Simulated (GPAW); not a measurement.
# CsPbCl3: optical spectrum from first principles, part 2 of 2

Aim: the dielectric function of CsPbCl3, and the optical constants that follow from it.

GPAW 26.7.0; DFT, PBE, plane-wave PAW (GPAW data sets), scalar-relativistic, RPA, optical limit.

So far. Step 2 (Ground state): There is a gap, 1.87 eV on this mesh (points off the mesh can give less), so no carriers' term is needed.

### Step 4. Dielectric function, RPA

Transitions between filled and empty bands, summed over the zone, give the optical response, so mesh, band count and broadening shape it.

The induced potential is part of this response.

This step: DFT, PBE, plane-wave PAW (GPAW data sets), scalar-relativistic, RPA, optical limit (GPAW 26.7.0).

The input, df.py:

```python
from gpaw.response.df import DielectricFunction

df = DielectricFunction('full.gpw', frequencies={'type': 'nonlinear', 'domega0': 0.03, 'omega2': 8},
                        ecut=60,
                        eta=0.15,
                        nbands=78,
                        txt='df.txt')
for direction in ['x']:
    df.get_dielectric_function(xc='RPA', direction=direction, filename=f'df_{direction}.csv')
```

Run with:

```sh
$ OMP_NUM_THREADS=1 python df.py
```

Numbers of over 12 decimals in the logs are rounded to 6 here.

The program printed:

```text
Using integrator: PointIntegrator
NonLinearFrequencyDescriptor(from 0.000 to 45.857 eV, 454 points)
Nonperiodic BCs:  [False False False]
Using integrator: PointIntegrator
NonLinearFrequencyDescriptor(from 0.000 to 45.857 eV, 454 points)
Nonperiodic BCs:  [False False False]

Calculating chi0 body with:
    Ground state adapter containing:
    Number of spins: 1
    Number of kpoints: 216
    Number of irreducible kpoints: 20
    Number of completely occupied states: 22
    Number of partially occupied states: 22

    Linear response parametrization:
    q_c: [0.0, 0.0, 0.0]
    Number of frequency points: 454
    Planewave cutoff: 60.0
    Number of bands: 78
    Number of planewaves: 179
    Broadening (eta): 0.15

Integrating chi0 body.

Symmetries of q_c:
    Direct symmetries (Uq -> q): 48
    Indirect symmetries (TUq -> q): 0
In total 48 allowed symmetries.

20 groups of equivalent kpoints. 90.740741% reduction.

Integral kind: spectral function

Calculating chi0 optical extensions with:
    Ground state adapter containing:
    Number of spins: 1
    Number of kpoints: 216
    Number of irreducible kpoints: 20
    Number of completely occupied states: 22
    Number of partially occupied states: 22

    Linear response parametrization:
    Number of frequency points: 454
    Planewave cutoff: 60.0
    Number of bands: 78
    Number of planewaves: 179
    Broadening (eta): 0.15
Integrating chi0 head and wings.

Symmetries of q_c:
    Direct symmetries (Uq -> q): 48
    Indirect symmetries (TUq -> q): 0
In total 48 allowed symmetries.

20 groups of equivalent kpoints. 90.740741% reduction.

Integral kind: spectral function wings
```

Run time: 31 s. Hardware: 1 thread of Arm Neoverse V2, shared host; peak memory 0.97 GiB.

Read-outs, printed or worked out from the files:

```
electronic dielectric constant ε∞, mean over x, y and z (by symmetry where fewer were run) : 3.909
main peak of Im epsilon, first axis                                                        : 3.623 eV
```

The Im ε, E ∥ x has structure finer than the step of the table below, so its rows give means over 0.5 eV, whole bins alone (the curve runs from 0 to 21.0 eV). Peaks (eV: height): 2.43: 1.94, 3.06: 3.15, 3.64: 3.69, 4.42: 3.16, 8.03: 2.14, 11.25: 1.88, 15.54: 1.63.

Values under the direct gap are tails of Lorentzian lines. The Im ε, E ∥ x by photon energy; means over each step:

photon energy (eV), Im ε, E ∥ x and a bar:
```
      0.5       0.03 
      1.0       0.07 
      1.5       0.23 ##
      2.0       0.68 #######
      2.5       1.43 ###############
      3.0       2.35 ########################
      3.5       2.80 #############################
      4.0       2.47 ##########################
      4.5       2.89 ##############################
      5.0       2.76 #############################
      5.5       2.71 ############################
      6.0       2.35 ########################
      6.5       1.96 ####################
      7.0       1.96 ####################
      7.5       1.51 ################
      8.0       2.03 #####################
      8.5       1.95 ####################
      9.0       1.62 #################
      9.5       1.18 ############
     10.0       1.03 ###########
     10.5       1.16 ############
     11.0       1.56 ################
     11.5       1.46 ###############
     12.0       1.20 ############
     12.5       1.17 ############
     13.0       1.30 #############
     13.5       1.39 ##############
     14.0       1.15 ############
     14.5       1.17 ############
     15.0       1.29 #############
     15.5       1.51 ################
     16.0       1.11 ###########
     16.5       0.95 ##########
     17.0       1.04 ###########
     17.5       0.85 #########
     18.0       0.81 ########
     18.5       0.81 ########
     19.0       0.69 #######
     19.5       0.62 ######
     20.0       0.58 ######
     20.5       0.55 #####
```

Re ε, E ∥ x against photon energy:

photon energy (eV), Re ε, E ∥ x and a bar:
```
        0       3.91 ########################
        1       4.09 #########################
        2       4.50 ############################
        3       4.86 ##############################
        4       3.02 #################
        5       2.46 ##############
        6       1.30 ######
        7       1.37 ######
        8       1.55 ########
        9       0.81 ##
       10       1.18 #####
       11       1.59 ########
       12       1.04 ####
       13       1.12 #####
       14       0.84 ###
       15       0.96 ###
       16       0.45 
       17       0.57 #
       18       0.58 #
       19       0.53 #
       20       0.62 #
```

The loss function −Im 1/ε at q → 0, E ∥ x has structure finer than the step of the table below, so its rows give means over 1 eV, whole bins alone (the curve runs from 0 to 21.0 eV). Peaks (eV: height): 7.3: 0.410, 9.3: 0.580, 11.6: 0.561, 16.3: 0.816, 17.4: 0.947, 18.7: 0.993.

Values under the direct gap are tails of Lorentzian lines. Loss function −Im 1/ε at q → 0, E ∥ x against energy loss; means over each step:

energy loss (eV), loss function −Im 1/ε at q → 0, E ∥ x and a bar:
```
        1      0.004 
        2      0.033 #
        3      0.085 ###
        4      0.156 #####
        5      0.214 #######
        6      0.304 ##########
        7      0.351 ###########
        8      0.319 ##########
        9      0.494 ################
       10      0.429 ##############
       11      0.372 ############
       12      0.494 ################
       13      0.445 ##############
       14      0.540 #################
       15      0.496 ################
       16      0.740 ########################
       17      0.782 #########################
       18      0.841 ###########################
       19      0.931 ##############################
       20      0.840 ###########################
```

Table of refractive index n and extinction k by photon energy:

```
photon energy (eV)      n        k
               0.0   1.98        0
               0.5   1.99  0.00658
               1.0   2.02   0.0162
               1.5   2.11   0.0443
               2.0   2.13    0.147
               2.5   2.11    0.420
               3.0   2.30    0.661
               3.5   2.24    0.617
               4.0   1.82    0.540
               4.5   1.77    0.842
               5.0   1.75    0.782
               5.5   1.66    0.799
               6.0   1.40    0.817
               6.5   1.39    0.694
               7.0   1.38    0.731
               7.5   1.31    0.525
               8.0   1.45    0.738
               8.5   1.29    0.776
               9.0   1.16    0.722
               9.5   1.10    0.544
              10.0   1.17    0.443
              10.5   1.30    0.455
              11.0   1.38    0.559
              11.5   1.09    0.646
              12.0   1.15    0.524
              12.5   1.16    0.499
              13.0   1.19    0.544
              13.5   1.15    0.617
              14.0   1.06    0.526
              14.5   1.13    0.524
              15.0   1.13    0.567
              15.5   1.12    0.712
              16.0  0.897    0.599
              16.5  0.912    0.502
              17.0  0.941    0.558
              17.5  0.840    0.481
              18.0  0.892    0.461
              18.5  0.882    0.483
              19.0  0.834    0.413
              19.5  0.818    0.382
              20.0  0.860    0.344
              20.5  0.859    0.316
```

The reflectivity at normal incidence, E ∥ x has structure finer than the step of the table below, so its rows give means over 0.5 eV, whole bins alone (the curve runs from 0 to 21.0 eV). Peaks (eV: height): 2.36: 16.4, 2.98: 18.9, 3.59: 19.3, 4.29: 16.4, 5.77: 16.1, 8.52: 11.8, 15.73: 12.9.

Table of reflectivity at normal incidence, E ∥ x by photon energy; means over each step:

photon energy (eV), reflectivity at normal incidence, E ∥ x (%) and a bar from the least value:
```
      0.5       10.9 #################
      1.0       11.5 ##################
      1.5       12.8 #####################
      2.0       13.8 #######################
      2.5       14.8 ##########################
      3.0       16.8 ##############################
      3.5       16.7 ##############################
      4.0       13.9 ########################
      4.5       15.2 ##########################
      5.0       14.5 #########################
      5.5       14.3 #########################
      6.0       13.1 ######################
      6.5       10.4 ################
      7.0       10.7 ################
      7.5        7.6 ##########
      8.0       10.8 #################
      8.5       11.4 ##################
      9.0       10.3 ################
      9.5        6.6 #######
     10.0        4.6 ###
     10.5        5.2 ####
     11.0        7.9 ##########
     11.5        8.8 ############
     12.0        6.1 ######
     12.5        5.7 #####
     13.0        6.5 #######
     13.5        7.9 ##########
     14.0        6.5 #######
     14.5        6.0 ######
     15.0        7.0 ########
     15.5       10.4 ################
     16.0        9.9 ###############
     16.5        7.0 ########
     17.0        7.8 ##########
     17.5        7.5 #########
     18.0        6.0 ######
     18.5        6.6 #######
     19.0        5.8 #####
     19.5        5.0 ####
     20.0        3.9 #
     20.5        3.4
```

At chosen wavelengths:

```
wavelength (nm)     n      k  R (%)     1/α
           1550  2.01  0.012   11.2   11 µm
           1064  2.04  0.021   11.8  3.9 µm
            800  2.12  0.052   12.9  1.2 µm
            450  2.24  0.271   15.2  132 nm
            405  2.16  0.723   17.8   45 nm
            308  1.86  0.523   12.0   47 nm
            248  1.75  0.782   14.4   25 nm
```

Below the direct gap, k and the depth come from the tails of the Lorentzian lines, not from transitions.

### Step 5. What came out

```
electronic dielectric constant ε∞, mean over x, y and z (by symmetry where fewer were run) (RPA) : 3.91
main peak of Im epsilon, first axis                                                              : 3.62 eV
```

In words: At this level (PBE, RPA) CsPbCl3 has ε∞ = 3.91 and n = 2.01 at 1550 nm, and Im ε peaks at 3.6 eV. On the mesh the gap is 1.87 eV and the least direct gap 1.87 eV. Local fields change the static value along x from 4.45 to 3.91 (-12 %). Distinct maxima of Im ε, read by a parabola through the highest points, lie at 3.04 eV (3.2), 3.62 eV (3.7), 4.41 eV (3.2) and 5.72 eV (2.9). Excitons and phonon-assisted transitions are missing; PBE gaps are as a rule too small, which pulls the onset down and ε∞ up, while the missing spin-orbit coupling works the other way with such heavy atoms. Spin-orbit coupling is left out although heavy atoms are present. The sum runs over mesh points, so small or evenly spaced maxima can still be ripples of the mesh. The curves end at 21 eV, about where the summed bands run out.

[Machine, clock and banner lines and Python warnings are left out of the logs.]

[Logs are printed without paths, hosts, clocks, repeated set-up lines and the standing remarks that a program may print on its own settings, such as how far it seeks lower states.]

[Hosts, paths, dates, database ids (printed as entryN), source tags and the programs' standing remarks are cut or masked in the printed files.]
